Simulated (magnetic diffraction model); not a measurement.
## Magnetic neutron pattern of DyTeC₂

Space group Pnma (no. 62), a = 6.3160 Å, b = 3.7280 Å, c = 11.7610 Å.

```
site  atom       x    y       z
  4c    Dy  0.9256  3/4  0.8640
  4c    Te  0.5968  3/4  0.1070
  4c     C  0.2737  3/4  0.9814
  4c     C  0.8443  3/4  0.2459
```

The compound is invented for this exercise: a known structure type with other elements, its cell scaled to their sizes and not relaxed.

Only Dy is taken to order (form factors of Dy3+); orders and moment sizes are assumed, and not adapted to the symmetry. Radiation: neutrons of λ = 1.8 Å (absorption by Dy left out), 3° to 45°; isotropic B of 0.21 Å² (Dy), 0.28 Å² (Te) and 0.36 Å² (C). Simulated constant-wavelength pattern: nuclear and magnetic terms add, the magnetic one as |2.695 fm × Σ f S⊥ exp(2πi Q·r) exp(−B s²)|², summed over all Q at one angle with the factor 1/(sin²θ cos θ). For collinear order S is the moment m, which repeats by lattice and centring translations R with the sign exp(−2πi k·R). Free-ion form factors, Sears's scattering lengths of 1992, no absorption; a label names one of the reflections at its angle. The strongest nuclear line in the range is 100, and lines under 0.2 are left out.

Assume the order k = (1/2 0 1/2), collinear moments along [111], 7.22 μB on Dy; signs + at (0.9256, 3/4, 0.8640), + at (0.4256, 3/4, 0.6360), − at (0.0744, 1/4, 0.1360), + at (0.5744, 1/4, 0.3640).

Predict the pattern, nuclear and magnetic parts apart.

```csv
2θ (°),index,nuclear,magnetic
9.28,(1/2 0 1/2),0.0,108.0
15.53,(1/2 0 3/2),0.0,22.3
17.61,(0 0 2),0.4,0.0
18.62,(1 0 1),14.5,0.0
23.56,(1/2 0 5/2),0.0,12.2
24.14,(1 0 2),2.0,0.0
25.08,(3/2 0 1/2),0.0,16.2
28.08,(3/2 0 3/2),0.0,9.4
29.34,(0 1 1),2.3,0.0
29.50,(1/2 1 1/2),0.0,30.5
31.35,(1 0 3),26.2,0.0
32.12,(1/2 1 3/2),0.0,22.8
32.18,(1/2 0 7/2),0.0,4.7
33.12,(2 0 0),0.9,0.0
33.34,(3/2 0 5/2),0.0,11.5
33.79,(1 1 1),0.5,0.0
34.33,(2 0 1),9.5,0.0
35.65,(0 0 4),6.0,0.0
36.86,(1/2 1 5/2),0.0,12.8
37.25,(1 1 2),100.0,0.0
37.75,(2 0 2),2.8,0.0
37.90,(3/2 1 1/2),0.0,17.0
38.92,(0 1 3),20.9,0.0
39.47,(1 0 4),4.3,0.0
40.03,(3/2 1 3/2),0.0,14.7
40.08,(3/2 0 7/2),0.0,4.8
41.18,(1/2 0 9/2),0.0,1.8
41.99,(5/2 0 1/2),0.0,5.5
42.49,(1 1 3),44.2,0.0
42.93,(2 0 3),38.4,0.0
43.13,(1/2 1 7/2),0.0,7.8
43.86,(2 1 0),26.7,0.0
43.96,(5/2 0 3/2),0.0,4.3
44.04,(3/2 1 5/2),0.0,6.7
44.82,(2 1 1),12.7,0.0
```

The strongest magnetic line in the range is (1/2 0 1/2) at 9.28° (108.0). On top of the Lorentz factor, which all lines share, magnetic lines fade with angle because f falls: for Dy3+ it is 0.96, 0.84, 0.69 and 0.41 at sin θ/λ = 0.1, 0.2, 0.3 and 0.5 Å⁻¹, while nuclear lengths stay constant. The order has no net moment.

[Logs are printed without paths, hosts, clocks, repeated set-up lines and the standing remarks that a program may print on its own settings, such as how far it seeks lower states.]
